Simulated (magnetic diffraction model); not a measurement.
## Tm2Sn2Ge3Pd3: what an assumed order does to the neutron pattern

Space group C2/c (no. 15), a = 13.4990 Å, b = 10.3740 Å, c = 6.3910 Å, β = 117.12°.

| site | atom | x | y | z |
| --- | --- | --- | --- | --- |
| 8f | Tm | 0.1262 | 0.2299 | 0.6306 |
| 8f | Sn | 0.7782 | 0.5021 | 0.5255 |
| 4e | Pd | 0 | 0.5002 | 1/4 |
| 8f | Pd | 0.3638 | 0.3911 | 0.8679 |
| 4e | Ge | 0 | 0.9981 | 1/4 |
| 8f | Ge | 0.8941 | 0.6519 | 0.8963 |

This is a made-up structure (elements placed in a structure type, unrelaxed), so the numbers test the method and describe no known phase.

Only Tm is taken to order (form factors of Tm3+); orders and moment sizes are assumed, and not adapted to the symmetry. Radiation: neutrons of λ = 4.2 Å, 8° to 80°; isotropic B of 0.14 Å² (Tm), 0.18 Å² (Sn), 0.15 Å² (Pd) and 0.19 Å² (Ge). Simulated constant-wavelength pattern: nuclear and magnetic terms add, the magnetic one as |2.695 fm × Σ f S⊥ exp(2πi Q·r) exp(−B s²)|², summed over all Q at one angle with the factor 1/(sin²θ cos θ). For collinear order S is the moment m, which repeats by lattice and centring translations R with the sign exp(−2πi k·R). Free-ion form factors, Sears's scattering lengths of 1992, no absorption; a label names one of the reflections at its angle. The strongest nuclear line in the range is 100, and lines under 0.2 are left out.

Assume the order k = (1 0 0), collinear moments along [100], 4.7 μB on Tm; signs + at (0.1262, 0.2299, 0.6306), + at (0.8738, 0.7701, 0.3694), + at (0.1262, 0.7701, 0.1306), + at (0.8738, 0.2299, 0.8694).

Predict the pattern, nuclear and magnetic parts apart.

```
2θ (°)     index  nuclear  magnetic
 20.13   (1 0 0)      0.0     338.1
 23.36   (0 1 0)      0.0      39.1
 40.92   (2 0 0)     26.9       0.0
 45.41  (1 1 -1)      1.1       0.0
 47.76   (0 2 0)    100.0       0.0
 49.80   (0 1 1)      0.0     612.9
 50.48  (2 1 -1)      0.0     250.8
 52.33   (1 2 0)      0.0     430.4
 62.18   (1 1 1)     50.4       0.0
 63.25   (3 0 0)      0.0      41.7
 63.35  (3 1 -1)     58.1       0.0
 64.67   (2 2 0)      1.3       0.0
 66.45   (0 2 1)     16.4       0.0
 67.01  (2 2 -1)     10.8       0.0
 68.40   (3 1 0)     14.6       0.0
 74.79   (0 3 0)      0.0      40.4
 77.24   (1 2 1)      0.0      33.0
 78.31  (3 2 -1)      0.0      15.7
 78.39   (1 3 0)     27.0       0.0
```

The strongest magnetic line in the range is (0 1 1) at 49.80° (612.9). On top of the Lorentz factor, which all lines share, magnetic lines fade with angle because f falls: for Tm3+ it is 0.97, 0.87, 0.75 and 0.49 at sin θ/λ = 0.1, 0.2, 0.3 and 0.5 Å⁻¹, while nuclear lengths stay constant. The order has no net moment.

[Logs are printed without paths, hosts, clocks, repeated set-up lines and the standing remarks that a program may print on its own settings, such as how far it seeks lower states.]
